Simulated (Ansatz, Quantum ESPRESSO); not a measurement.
# Al: work function by face, part 4 of 6

Which face of Al holds its electrons most tightly, and does packing explain the order?

Quantum ESPRESSO 7.5; plane-wave DFT, PBE, PseudoDojo norm-conserving pseudopotentials; geometry and cross-check by Ansatz 0.2.0 with PAW datasets.

So far. Step 7 (Geometry from Ansatz of (100)): The relaxation lowers the energy by 3 meV an atom. Held were the atoms numbered 3; the forces quoted are those on the free ones. Step 11 (Potential by pp.x of (100)): On (100) the work function under LDA lies +0.14 eV from PBE's.

**12. Relaxation with Ansatz of (110)**

Level of this step: plane-wave DFT, PBE, Ansatz PAW (Ansatz 0.2.0).

System of this step: Al(110), 7 layers. The cell holds 7 atoms: 7 Al. Its edges and angles: a = 4.050 Å, b = 2.864 Å, c = 24.591 Å, α = 90.0°, β = 90.0°, γ = 90.0°. It derives from Al. Vacuum lies along c.

input.yaml reads:

```yaml
crystal:
  lattice:
    - [4.05, 0.0, 0.0]
    - [0.0, 2.8637824638, 0.0]
    - [0.0, 0.0, 24.5913473914]
  atoms:
    - { symbol: Al, position: [0.0, 0.0, 0.3253176767] }
    - { symbol: Al, position: [0.5, 0.5, 0.3835451178] }
    - { symbol: Al, position: [0.0, 0.0, 0.4417725589] }
    - { symbol: Al, position: [0.5, 0.5, 0.5] }
    - { symbol: Al, position: [0.0, 0.0, 0.5582274411] }
    - { symbol: Al, position: [0.5, 0.5, 0.6164548822] }
    - { symbol: Al, position: [0.0, 0.0, 0.6746823233] }
kpoints:
  mp_grid: { grid: [8, 10, 1] }
hamiltonian:
  xc: pbe
scf:
  occupations: { method: fermi_dirac, width: 0.1 }
  convergence: { dr2_threshold: 1.0e-08 }
efield:
  axis: 3
  dipole_correction: true
  ramp_position: 0.97
  ramp_width: 0.04
relax:
  f_tol: 0.01
  constraints: [{ sites: [2, 3, 4] }]
output:
  write_potential: true
  write_density: true
  volumetric_format: npy
```

Launch:

```sh
ansatz run input.yaml --threads 2 --pin off --max-ram 4096MiB --backend cpu --events-out ev --progress --plain --runs-dir out
```

Numbers of over 12 decimals in the logs are rounded to 6 here.

The program printed:

```text
[...]
Crystal: 7 atoms, lattice volume = 285.218 Å³
Basis set: ecut = 420 eV, 5603 PW (Γ), exchange–correlation on 60×40×360 points (8 copies of the dense FFT grid, shifted against one another)
Bands: 18, of which v1, the nominal top of the filled ones, is band 11 counted from 1 (10 counted from 0)
Symmetry: 4 space group operations
k-points: 30 of 80
[...]
SCF iter   1: F=—  HF=-3761.066581 eV  |F-HF|=—  |Δ(HF+E_count)|=         —  Δρ=1.25e-3  dr2=2.65e-2  ethr=1.77e-3  p=-0.000 e·Å  D=-1.60e-4 V/Å  ΔV_dip=0.00 eV  dr2_dipole=1.01e-5  V_vac-E_F(+/−)=4.00/3.99 eV  ⟨swp⟩=9.3  Hψ=3947  notcnv=0
[...]
SCF iter   7: F=-3761.064415 eV  HF=-3761.064415 eV  |F-HF|=1.66e-9  |Δ(HF+E_count)|=   2.03e-8  Δρ=2.77e-7  dr2=3.78e-10  ethr=4.76e-11  p=0.000 e·Å  D=2.61e-7 V/Å  ΔV_dip=-0.00 eV  dr2_dipole=3.10e-13  V_vac-E_F(+/−)=4.06/4.06 eV  ⟨swp⟩=9.1  Hψ=3233  notcnv=0
SCF 1 converged in 7 iterations: F = -3761.064415 eV  dr2 = 3.78e-10
[...]
relax step   1: F+E_penalty+E_count = -3761.06441510 eV  Δ(F+E_penalty+E_count) = +0.000e0 eV  max|allowed force component| = 2.795e-1 eV/Å  Δτ_max = 0.0000 Å  (7 SCF iters, accepted)
[...]
SCF iter   7: F=-3761.102338 eV  HF=-3761.102338 eV  |F-HF|=1.90e-9  |Δ(HF+E_count)|=   1.92e-8  Δρ=2.72e-7  dr2=2.89e-10  ethr=4.76e-11  p=0.000 e·Å  D=1.53e-7 V/Å  ΔV_dip=-0.00 eV  dr2_dipole=1.06e-15  V_vac-E_F(+/−)=4.05/4.05 eV  ⟨swp⟩=9.3  Hψ=3449  notcnv=0
SCF 2 converged in 7 iterations: F = -3761.102338 eV  dr2 = 2.89e-10
[...]
relax step   2: F+E_penalty+E_count = -3761.10233769 eV  Δ(F+E_penalty+E_count) = -3.792e-2 eV  max|allowed force component| = 5.319e-2 eV/Å  Δτ_max = 0.0801 Å  (7 SCF iters, accepted)
SCF iter   1: F=—  HF=-3761.104520 eV  |F-HF|=—  |Δ(HF+E_count)|=         —  Δρ=5.90e-4  dr2=1.08e-2  ethr=1.89e-4  p=0.000 e·Å  D=1.58e-7 V/Å  ΔV_dip=-0.00 eV  dr2_dipole=6.79e-12  V_vac-E_F(+/−)=4.04/4.04 eV  ⟨swp⟩=2.0  Hψ=1534  notcnv=0  defer=6
[...]
SCF iter   6: F=-3761.103593 eV  HF=-3761.103593 eV  |F-HF|=1.60e-9  |Δ(HF+E_count)|=   4.72e-8  Δρ=4.68e-7  dr2=2.78e-9  ethr=4.76e-11  p=0.000 e·Å  D=1.58e-7 V/Å  ΔV_dip=-0.00 eV  dr2_dipole=5.25e-15  V_vac-E_F(+/−)=4.04/4.04 eV  ⟨swp⟩=9.6  Hψ=3465  notcnv=0
SCF 3 converged in 6 iterations: F = -3761.103593 eV  dr2 = 2.78e-9
relax step   3: F+E_penalty+E_count = -3761.10359259 eV  Δ(F+E_penalty+E_count) = -1.255e-3 eV  max|allowed force component| = 9.307e-3 eV/Å  Δτ_max = 0.0273 Å  (6 SCF iters, accepted)
[...]
SCF converged after 6 iterations
Free energy (F): -3761.103593 eV
[...]
Internal energy: -3760.993068 eV  (E = F + TS)
E sigma→0 (E₀):  -3761.048330 eV
Entropy (-TS):   -0.110524 eV (-15.789 meV/atom)
Fermi energy:    0.872930 eV
Dipole field:    D = 0.000000 V/Å  (p = 0.000000 e·Å, saw-weighted, corrected)
Work function:   Φ+ = 4.0435 eV   Φ− = 4.0435 eV
[...]
--- Forces (eV/Å), atoms counted from 1 ---
  atom   1  Al     0.00000000     0.00000000     0.00833915
  atom   2  Al     0.00000000     0.00000000     0.00930698
  atom   3  Al     0.00000000     0.00000000    -0.10178748
  atom   4  Al     0.00000000     0.00000000     0.00000001
  atom   5  Al     0.00000000     0.00000000     0.10178754
  atom   6  Al     0.00000000     0.00000000    -0.00930693
  atom   7  Al     0.00000000     0.00000000    -0.00833928
  max |Σ_I F_I| component: 7.94e-9 eV/Å
--- Band table (eV; the first three rows and the last of 30) ---
  k-point 0: bands = [... 7 lower, -0.9104, -0.3763, 0.4129, 0.5584, 1.1202, 2.2488, 2.4901, 3.3933, ... 3 higher]
  k-point 1: bands = [... 7 lower, -0.7455, -0.2043, 0.5775, 0.7271, 1.2689, 2.3947, 2.6555, 3.5127, ... 3 higher]
  k-point 2: bands = [... 7 lower, -0.2506, 0.2545, 1.0717, 1.1197, 1.1829, 2.0369, 2.2728, 2.6780, ... 3 higher]
  k-point 29: bands = [... 7 lower, -1.9810, -1.3431, -1.2917, -1.2495, -0.1209, 0.1468, 1.2308, 1.3969, ... 3 higher]
--- Relaxed structure (3 steps of the walk, 3 accepted, 0 SCFs on fresh bases) ---
  F+E_penalty+E_count = -3761.10359259 eV   max|allowed force component| = 9.307e-3 eV/Å
  atoms:
    - { symbol: Al, position: [0.0, 0.0, 0.327951] }
    - { symbol: Al, position: [0.5, 0.5, 0.380461] }
    - { symbol: Al, position: [0.0, 0.0, 0.4417725589] }
    - { symbol: Al, position: [0.5, 0.5, 0.5] }
    - { symbol: Al, position: [0.0, 0.0, 0.5582274411] }
    - { symbol: Al, position: [0.5, 0.5, 0.619539] }
    - { symbol: Al, position: [0.0, 0.0, 0.672049] }
```

Elapsed: 15 s, on 2 threads of Intel Xeon Platinum 8375C at 2.90GHz (Ice Lake), shared host; peak memory 0.57 GiB.

The steps of the relaxation:

| step | energy less that of the first step (eV) | largest force component (eV/Å) |
| --- | --- | --- |
| 1 | 0.0000 | 0.2795 |
| 2 | -0.0379 | 0.0532 |
| 3 | -0.0392 | 0.0093 |

The atoms that moved most (Å):

| atom | dx | dy | dz | length |
| --- | --- | --- | --- | --- |
| Al2 | 0.000 | 0.000 | -0.076 | 0.076 |
| Al6 | 0.000 | 0.000 | 0.076 | 0.076 |
| Al1 | 0.000 | 0.000 | 0.065 | 0.065 |
| Al7 | 0.000 | 0.000 | -0.065 | 0.065 |

The relaxation lowers the energy by 6 meV an atom. Held were the atoms numbered 3, 4 and 5; the forces quoted are those on the free ones.

Numbers from this step:

```
free energy                     : -3761.1036 eV
energy at zero smearing         : -3761.0483 eV
smearing term TS                : 0.1105 eV
Fermi energy                    : 0.8729 eV
symmetry operations             : 4
work function of the upper face : 4.043 eV
work function of the lower face : 4.043 eV
dipole along the normal         : 1.21e-7 e·Å
```

(Part 4 of 6 ends here.)

[Logs are printed without paths, hosts, clocks, repeated set-up lines and the standing remarks that a program may print on its own settings, such as how far it seeks lower states.]

[Hosts, paths, dates, database ids (printed as entryN), source tags and the programs' standing remarks are cut or masked in the printed files.]

[Maps of the electrostatic potential energy from Ansatz leave out the sawtooth potential of an applied field or a dipole correction, so their vacuum need not be flat; planar profiles and work functions include it.]
